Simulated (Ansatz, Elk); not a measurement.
# Bi3Rh5: X-ray structure factors from the self-consistent density

The structure of Bi3Rh5 used here is made up (a known structure type with other elements) and was relaxed beforehand with PBE. The aim is the Fourier transform of its all-electron density, F(hkl), set beside the sum over free spherical atoms that refinements use.

Calculated with Elk 11.2.3 (patched build); DFT, PBE, all-electron APW+lo, Dirac cores, scalar-relativistic bands, static density, no spin.

The structure was built from a prototype and need not be the compound's stable phase.

**1. Starting point**

It takes space group P-6m2 (No. 187, hexagonal). Conventional cell: a = 4.075 Å, b = 4.075 Å, c = 11.282 Å, α = 90.00°, β = 90.00°, γ = 120.00°. Nearest to Bi lie 6 Rh at 2.70 to 2.85 Å. Nearest to Bi lie 6 Rh at 2.76 Å. Nearest to Rh lie 6 Rh at 2.67 Å. Rh has 5 Rh at 2.52 to 2.94 Å and 3 Bi at 2.70 Å nearest. Nearest to Rh lie 6 Bi at 2.76 to 2.85 Å and 2 Rh at 2.88 to 2.94 Å. Farther neighbours are not listed.

Structure file:

```cif
data_structure
_symmetry_space_group_name_H-M 'P-6m2'
_symmetry_Int_Tables_number 187
_cell_length_a 4.0747
_cell_length_b 4.0747
_cell_length_c 11.2816
_cell_angle_alpha 90.000
_cell_angle_beta 90.000
_cell_angle_gamma 120.000
_cell_volume 162.21
loop_
_atom_site_label
_atom_site_type_symbol
_atom_site_symmetry_multiplicity
_atom_site_Wyckoff_symbol
_atom_site_fract_x
_atom_site_fract_y
_atom_site_fract_z
_atom_site_occupancy
Bi1 Bi 2 g 0.00000 0.00000 0.27057 1
Bi2 Bi 1 e 0.66667 0.33333 0.00000 1
Rh1 Rh 1 f 0.66667 0.33333 0.50000 1
Rh2 Rh 2 h 0.33333 0.66667 0.38847 1
Rh3 Rh 2 h 0.33333 0.66667 0.87221 1
```

**2. Ground state and structure factors**

An all-electron density is needed, since X-rays see the cores too. Task 0 finds the density and task 195 Fourier-transforms it; tshift is off so that phases refer to the origin typed.

The input, elk.in:

```
tasks
  0
  195

xctype
  20

spinpol
  .false.

rgkmax
  7.0

gmaxvr
  14.0

lmaxo
  7

lmaxapw
  8

swidth
  0.002

tshift
  .false.

ramdisk
  .false.

hmaxvr
  5.5

maxscl
  120

epspot
  1e-06

sppath
  './'

avec
  7.70003099119 -0.00000000000 0.00000000000
  -3.85001549560 6.66842244830 0.00000000000
  0.00000000000 0.00000000000 21.31917820825

atoms
  2
  'Bi.in'
  3
  0.0000000000 -0.0000000000 0.2705716787   0.000000 0.000000 0.000000
  0.0000000000 -0.0000000000 0.7294283213   0.000000 0.000000 0.000000
  0.6666666667 0.3333333333 0.0000000000   0.000000 0.000000 0.000000
  'Rh.in'
  5
  0.6666666667 0.3333333333 0.5000000000   0.000000 0.000000 0.000000
  0.3333333333 0.6666666667 0.3884749548   0.000000 0.000000 0.000000
  0.3333333333 0.6666666667 0.8722117718   0.000000 0.000000 0.000000
  0.3333333333 0.6666666667 0.1277882282   0.000000 0.000000 0.000000
  0.3333333333 0.6666666667 0.6115250452   0.000000 0.000000 0.000000

ngridk
  6 6 2
```

Launch:

```bash
OMP_NUM_THREADS=4 elk
```

Numbers of over 12 decimals in the logs are rounded to 6 here.

The log of the run:

```text
┌─────────────────────────┐
│ Elk code version 11.2.3 │
└─────────────────────────┘

All units are atomic (Hartree, Bohr, etc.)

┌─────────────────────────────────────────────────┐
│ Ground-state run starting from atomic densities │
└─────────────────────────────────────────────────┘

Lattice vectors :
   7.700030991      -0.000000000       0.000000000
  -3.850015496       6.668422448       0.000000000
   0.000000000       0.000000000       21.31917821

Reciprocal lattice vectors :
  0.8159948076      0.4711148218      -0.000000000
   0.000000000      0.9422296437      -0.000000000
  -0.000000000      -0.000000000      0.2947198642

Unit cell volume      :    1094.677112
Brillouin zone volume :   0.2265966929

Muffin-tin inner radius fraction :   0.1000000000E-01

Nuclei treated as point charges

Species : 1 (Bi)
 parameters loaded from : Bi.in
 name : bismuth
 nuclear charge    :   -83.00000000
 electronic charge :    83.00000000
 atomic mass :    380947.9285
 muffin-tin radius :    2.748050034
 number of radial points in muffin-tin :   1393
 inner part over the whole radius :   0.9912215022E-02
 number on inner part of muffin-tin    :   1000
 approximate nuclear radius :   0.1052171418E-03
 number of mesh points to nuclear radius :    527
 atomic positions (lattice), magnetic fields (Cartesian) :
  1 :   0.00000000  0.00000000  0.27057168    0.00000000  0.00000000  0.00000000
  2 :   0.00000000  0.00000000  0.72942832    0.00000000  0.00000000  0.00000000
  3 :   0.66666667  0.33333333  0.00000000    0.00000000  0.00000000  0.00000000

Species : 2 (Rh)
 parameters loaded from : Rh.in
 name : rhodium
 nuclear charge    :   -45.00000000
 electronic charge :    45.00000000
 atomic mass :    187585.2511
 muffin-tin radius :    2.308972796
 number of radial points in muffin-tin :   1193
 inner part over the whole radius :   0.9875577608E-02
 number on inner part of muffin-tin    :    846
 approximate nuclear radius :   0.8524867730E-04
 number of mesh points to nuclear radius :    426
 atomic positions (lattice), magnetic fields (Cartesian) :
  1 :   0.66666667  0.33333333  0.50000000    0.00000000  0.00000000  0.00000000
  2 :   0.33333333  0.66666667  0.38847495    0.00000000  0.00000000  0.00000000
  3 :   0.33333333  0.66666667  0.87221177    0.00000000  0.00000000  0.00000000
  4 :   0.33333333  0.66666667  0.12778823    0.00000000  0.00000000  0.00000000
  5 :   0.33333333  0.66666667  0.61152505    0.00000000  0.00000000  0.00000000

Total number of atoms per unit cell :    8
Total muffin-tin volume :    518.6047831
 ratio of muffin-tin to unit cell volume :   0.4737513713

Spin treatment :
 spin-unpolarised

Number of Bravais lattice symmetries :   24
Number of crystal symmetries         :   12
Crystal has no inversion symmetry
Complex Hermitian eigensolver will be used

k-point grid :      6     6     2
k-point offset :    0.000000000       0.000000000       0.000000000
k-point set is reduced with full crystal symmetry group
Total number of k-points :       20

Muffin-tin radius times maximum |G+k| :    7.000000000
 using average radius
Maximum |G+k| for APW functions       :    2.829852956
Maximum (1/2)|G+k|²                   :    4.004033878
Maximum |G| for potential and density :    14.00000000
Constant for pseudocharge density :   10
 order of it for each species :   17  17
 order of it for pair densities of each species (exact exchange by exxq0 0: 18) :   12   8
Radial integration step length :    1

G-vector grid sizes :     35    35    96
Number of G-vectors :    50747

Maximum angular momentum used for
 APW functions            :    8
 outer part of muffin-tin :    7
 inner part of muffin-tin :    2

Total nuclear charge    :   -474.0000000
Total core charge       :    344.0000000
Total valence charge    :    130.0000000
Total excess charge     :    0.000000000
Total electronic charge :    474.0000000

Effective Wigner radius, rₛ :   0.8199858579

Number of empty states         :     32
[...]
Madelung                    :     -111136.02837800
 xc potential                :     -2486.7370048521
 exchange                    :     -1862.6393611374
 correlation                 :     -27.379537618329
 electron entropic           :    -0.34090016372735E-02
 total energy                :     -88673.393167253

Density of states at Fermi energy :    277.2053535
 (states/Hartree/unit cell)

Estimated indirect band gap :   0.8137888562E-03
 from k-point 10 to k-point 6
Estimated direct band gap   :   0.3951067039E-02
 at k-point 19

Charges :
 core                        :    344.0000000
 valence                     :    130.0000000
 interstitial                :    15.10214308
 muffin-tins (core leakage)
  species : 1 (Bi)
[...]
species : 2 (Rh)
[...]
total in muffin-tins        :    458.8978569
 total calculated charge     :    473.9954205
 total charge                :    474.0000000
 error                       :   0.4579542835E-02

RMS change in Kohn-Sham potential (target) :   0.1338370491     (  0.1000000000E-05)
Absolute change in total energy (target)   :   0.2218589975E-01 (  0.1000000000E-03)

[... loops 3 to 23 left out ...]

┌──────────────────┐
│ Loop number : 24 │
└──────────────────┘

Energies :
 Fermi                       :     0.309838
 sum of occupied eigenvalues :     -54387.917345716
 electron kinetic            :      100677.63126838
 core electron kinetic       :      99479.859539448
 Coulomb                     :     -187457.25743317
 Coulomb potential           :     -152593.31331961
 nuclear-nuclear             :     -8118.2766176180
 electron-nuclear            :     -206268.77561108
 Hartree                     :      26929.794795526
 Madelung                    :     -111160.60077336
 xc potential                :     -2472.2352944807
 exchange                    :     -1863.8393356260
 correlation                 :     -27.379260662195
 electron entropic           :    -0.35816781532884E-02
 total energy                :     -88670.848342757

Density of states at Fermi energy :    292.3012387
 (states/Hartree/unit cell)

Estimated indirect band gap :   0.1012658424E-02
 from k-point 17 to k-point 8
Estimated direct band gap   :   0.3598448199E-02
 at k-point 19

Charges :
 core                        :    344.0000000
 valence                     :    130.0000000
 interstitial                :    14.22942050
 muffin-tins (core leakage)
  species : 1 (Bi)
[...]
species : 2 (Rh)
[...]
total in muffin-tins        :    459.7705795
 total calculated charge     :    473.9955485
 total charge                :    474.0000000
 error                       :   0.4451538420E-02

RMS change in Kohn-Sham potential (target) :   0.2062841976E-06 (  0.1000000000E-05)
Absolute change in total energy (target)   :   0.5414520274E-05 (  0.1000000000E-03)

Convergence targets achieved

┌──────────────────┐
│ Loop number : 25 │
└──────────────────┘

Energies :
 Fermi                       :     0.309838
 sum of occupied eigenvalues :     -54387.917304513
 electron kinetic            :      100677.63128711
 core electron kinetic       :      99479.859554950
 Coulomb                     :     -187457.25743099
 Coulomb potential           :     -152593.31332139
 nuclear-nuclear             :     -8118.2766176180
 electron-nuclear            :     -206268.77560287
 Hartree                     :      26929.794789501
 Madelung                    :     -111160.60077029
 xc potential                :     -2472.2352702301
 exchange                    :     -1863.8393351575
 correlation                 :     -27.379260652313
 electron entropic           :    -0.35816783511359E-02
 total energy                :     -88670.848321367

Density of states at Fermi energy :    292.3012592
 (states/Hartree/unit cell)

Estimated indirect band gap :   0.1012661767E-02
 from k-point 17 to k-point 8
Estimated direct band gap   :   0.3598448849E-02
 at k-point 19

Charges :
 core                        :    344.0000000
 valence                     :    130.0000000
 interstitial                :    14.22942051
 muffin-tins (core leakage)
  species : 1 (Bi)
[...]
species : 2 (Rh)
[...]
atom 3                    :    43.22786617     ( -0.1472505566E-06)
   atom 4                    :    43.22786617     ( -0.1472505566E-06)
   atom 5                    :    43.22643068     ( -0.1480074836E-06)
 total in muffin-tins        :    459.7705795
 total calculated charge     :    473.9955485
 total charge                :    474.0000000
 error                       :   0.4451538494E-02

┌──────────────────────────────┐
│ Self-consistent loop stopped │
└──────────────────────────────┘

Warning : core states of species 1 leak from the muffin-tin :   0.8873927106E-03

Wrote STATE.OUT
```

Run time: 97 s. Hardware: 4 threads of AMD EPYC 7B13 (Zen 3), shared host; peak memory 0.38 GiB.

SFACRHO.OUT:

```text

h k l indices transformed by vhmat matrix:
   1.000000000       0.000000000       0.000000000    
   0.000000000       1.000000000       0.000000000    
   0.000000000       0.000000000       1.000000000    

      h      k      l  multipl.   |H|            Re(F)            Im(F)           |F|

      0      0      0      1   0.0000000       474.00000     -0.98078685E-16   474.00000    
      0      0     -1      2  0.29471986       10.306946     -0.37979242E-13   10.306946    
      0      0      2      2  0.58943973      -20.117128      0.12153357E-12   20.117128    
      0      0      3      2  0.88415959       74.058117     -0.72160559E-13   74.058117    
      0      1      0      3  0.94222964       13.681449      -37.776614       40.177788    
     -1      1      0      3  0.94222964       13.681449       37.776614       40.177788    
      1      0      1      6  0.98724693      -34.173311      -35.267480       49.108150    
      1     -1     -1      6  0.98724693      -34.173311       35.267480       49.108150    
     -1      1      2      6   1.1114117      -201.30393      -87.160412       219.36319    
      0      1      2      6   1.1114117      -201.30393       87.160412       219.36319    
      0      0      4      2   1.1788795       89.551531     -0.22787545E-12   89.551531    
     -1      1     -3      6   1.2921048       44.770612      -44.646568       63.227555    
      0      1     -3      6   1.2921048       44.770612       44.646568       63.227555    
      0      0     -5      2   1.4735993      -28.448351     -0.13102838E-12   28.448351    
      0     -1      4      6   1.5091565       133.70305      -204.02578       243.93241    
      0      1     -4      6   1.5091565       133.70305       204.02578       243.93241    
     -1     -1      0      6   1.6319896       366.08196     -0.15440727E-12   366.08196    
      1      1      1     12   1.6583877       11.353289     -0.11393773E-12   11.353289
```

Elk indexes on the primitive cell of elk.in and gives |H| = 4π sin θ/λ in inverse bohr. Below, one row stands for each form hkl of the conventional cell (m members, Friedel mates merged), F is for one primitive cell and the density is static (no thermal factor). Free-atom factors are Waasmaier and Kirfel's, and R is Σm||F|−|F'||/Σm|F|.

```tsv
hkl	m	sin θ/λ (Å⁻¹)	abs F, DFT	neutral atoms	diff.	abs of complex diff.
001	2	0.044	10.307	10.386	-0.079	0.079
002	2	0.089	20.117	20.277	-0.160	0.160
003	2	0.133	74.058	74.165	-0.107	0.107
100	6	0.142	40.178	40.086	+0.091	0.217
101	12	0.148	49.108	49.178	-0.069	0.102
102	12	0.167	219.363	219.643	-0.280	0.280
004	2	0.177	89.552	89.596	-0.044	0.044
103	12	0.194	63.228	63.299	-0.072	0.172
005	2	0.222	28.448	28.446	+0.003	0.003
104	12	0.227	243.933	244.866	-0.933	0.962
110	6	0.245	366.082	367.262	-1.180	1.180
111	12	0.249	11.353	11.230	+0.123	0.123
112	12	0.261	19.741	19.615	+0.127	0.127
105	12	0.263	105.066	105.032	+0.034	0.293
```

**3. The highest occupied states alone**

An energy window below the Fermi level keeps the highest occupied states, to see at which angles they scatter; shallow core shells can lie inside it and anion s states outside. No new self-consistency is needed.

Changes to elk.in since step 2:

```diff
@@ -1,3 +1,2 @@
 tasks
-  0
   195
@@ -40,2 +39,5 @@
 
+wsfac
+  -0.131150 0.609840
+
 sppath
```

Launch:

```bash
OMP_NUM_THREADS=4 elk
```

The log of the run:

```text
┌─────────────────────────────────┐
│ Elk code version 11.2.3 started │
└─────────────────────────────────┘

Info(readinput): the functional depends on the density's gradient
 muffin-tin radial points multiplied by    2.00000
 (not where nrmtscf is given)

┌────────────────────┐
│ Current task : 195 │
└────────────────────┘
Info(checkmt): changed muffin-tin radius of species 1 (Bi) from   2.8000 to   2.7481
Info(checkmt): changed muffin-tin radius of species 2 (Rh) from   2.6000 to   2.3090

Info(sfacrho): density structure factors written to SFACRHO.OUT

 Energy window :  -0.1311500000      0.6098400000

┌──────────────────┐
│ Elk code stopped │
└──────────────────┘
```

The job ended after 19 s (4 threads; peak memory 0.25 GiB).

States within 12 eV below the Fermi level hold 59.61 electrons; any levels below the window count with the cores, and a count that is not whole means the window cuts a band. Their amplitudes can exceed the total, where window and core parts have opposite phase:

```tsv
hkl	sin θ/λ (Å⁻¹)	abs F, window	abs F, all
001	0.044	6.618	10.307
002	0.089	6.315	20.117
003	0.133	5.481	74.058
100	0.142	17.068	40.178
101	0.148	3.415	49.108
102	0.167	5.957	219.363
004	0.177	10.231	89.552
103	0.194	2.974	63.228
005	0.222	1.249	28.448
104	0.227	11.872	243.933
```

**4. Another functional**

The difference from free atoms is small, so it is set against the change that PBEsol makes.

Changes to elk.in since step 3:

```diff
@@ -1,2 +1,3 @@
 tasks
+  0
   195
@@ -4,3 +5,3 @@
 xctype
-  20
+  22
 
@@ -39,5 +40,2 @@
 
-wsfac
-  -0.131150 0.609840
-
 sppath
```

Launch:

```bash
OMP_NUM_THREADS=4 elk
```

The log of the run:

```text
┌─────────────────────────┐
│ Elk code version 11.2.3 │
└─────────────────────────┘

All units are atomic (Hartree, Bohr, etc.)

┌─────────────────────────────────────────────────┐
│ Ground-state run starting from atomic densities │
└─────────────────────────────────────────────────┘

Lattice vectors :
   7.700030991      -0.000000000       0.000000000
  -3.850015496       6.668422448       0.000000000
   0.000000000       0.000000000       21.31917821

Reciprocal lattice vectors :
  0.8159948076      0.4711148218      -0.000000000
[...]
muffin-tins (core leakage)
  species : 1 (Bi)
[...]
species : 2 (Rh)
[...]
atom 4                    :    43.21379080     ( -0.1467140329E-06)
   atom 5                    :    43.21478408     ( -0.1474609270E-06)
 total in muffin-tins        :    459.7181596
 total calculated charge     :    473.9955309
 total charge                :    474.0000000
 error                       :   0.4469089954E-02

┌──────────────────────────────┐
│ Self-consistent loop stopped │
└──────────────────────────────┘

Warning : core states of species 1 leak from the muffin-tin :   0.8929997755E-03

Wrote STATE.OUT
[key lines of the parts left out:]
total energy                :     -88641.881741335
```

It took 95 s on 4 threads; peak memory 0.38 GiB.

Against the first run R = 0.01 %; the largest change is -0.054 at 110.

**5. Basis size**

A smaller basis shows how fast F responds to it; the change is likely larger than the basis error of the first run, but doesn't show convergence.

Changes to elk.in since step 4:

```diff
@@ -5,3 +5,3 @@
 xctype
-  22
+  20
 
@@ -11,3 +11,3 @@
 rgkmax
-  7.0
+  5.5
```

Launch:

```bash
OMP_NUM_THREADS=4 elk
```

The log of the run:

```text
┌─────────────────────────┐
│ Elk code version 11.2.3 │
└─────────────────────────┘

All units are atomic (Hartree, Bohr, etc.)

┌─────────────────────────────────────────────────┐
│ Ground-state run starting from atomic densities │
└─────────────────────────────────────────────────┘

Lattice vectors :
   7.700030991      -0.000000000       0.000000000
  -3.850015496       6.668422448       0.000000000
   0.000000000       0.000000000       21.31917821

Reciprocal lattice vectors :
  0.8159948076      0.4711148218      -0.000000000
[...]
muffin-tins (core leakage)
  species : 1 (Bi)
[...]
species : 2 (Rh)
[...]
atom 4                    :    43.06206600     ( -0.1470073308E-06)
   atom 5                    :    43.06722709     ( -0.1479510310E-06)
 total in muffin-tins        :    458.9099334
 total calculated charge     :    473.9978781
 total charge                :    474.0000000
 error                       :   0.2121921775E-02

┌──────────────────────────────┐
│ Self-consistent loop stopped │
└──────────────────────────────┘

Warning : core states of species 1 leak from the muffin-tin :   0.8905126904E-03

Wrote STATE.OUT
[key lines of the parts left out:]
total energy                :     -88669.976567966
```

Elapsed: 82 s, on 4 threads; peak memory 0.35 GiB.

Against the first run R = 0.04 %; the largest change is +0.381 at 008.

**6. Settings against the effect**

```tsv
run	R against the first run (%)	R against neutral atoms, low angle (%)	wall time
PBE, rgkmax 7	0.00	0.22	97 s
PBEsol	0.01	0.23	95 s
rgkmax 5.5	0.04	0.25	82 s
```

**7. What came out**

| Quantity | Value |
| --- | --- |
| R against neutral atoms, sin θ/λ < 0.3 Å⁻¹ | 0.22 % |
| R against neutral atoms, 0.3 to 0.72 Å⁻¹ | 0.11 % |

In words: Independent neutral atoms miss the calculated amplitudes by R = 0.22 % below 0.3 Å⁻¹ and 0.11 % from there to 0.72 Å⁻¹; by shells, 0.20 % below 0.15 Å⁻¹ (5 forms), 0.22 % 0.15 to 0.3 (14 forms), 0.12 % 0.3 to 0.45 (28 forms), 0.10 % above 0.45 (102 forms). Bonding, aspherical density and the tables' own atoms all enter these figures, and the runs don't part them. The largest change of an amplitude is -1.18 electrons, at 110. R counts amplitudes alone; phases shift too. The window's part falls from 59.6 electrons at the origin to at most 0.72 between 0.45 and 0.72 Å⁻¹. Below 0.3 Å⁻¹ the changes that finished (PBEsol and rgkmax 5.5) move F by R = 0.07 % at most, against the 0.22 % that separates it from free atoms. A single amplitude moves by up to 0.38 electrons, against 1.18 for the largest difference from free atoms. The k-mesh has no finished test. These runs have no spin, though d or f shells may be open. Spin-orbit coupling is left out, which can matter for elements this heavy. Part of the difference isn't bonding: the tables are fits to free atoms and ions calculated by other methods than this functional. Thermal motion, anomalous dispersion and extinction are left out.

[Logs are printed without paths, hosts, clocks, repeated set-up lines and the standing remarks that a program may print on its own settings, such as how far it seeks lower states.]

[Hosts, paths, dates, database ids (printed as entryN), source tags and the programs' standing remarks are cut or masked in the printed files.]
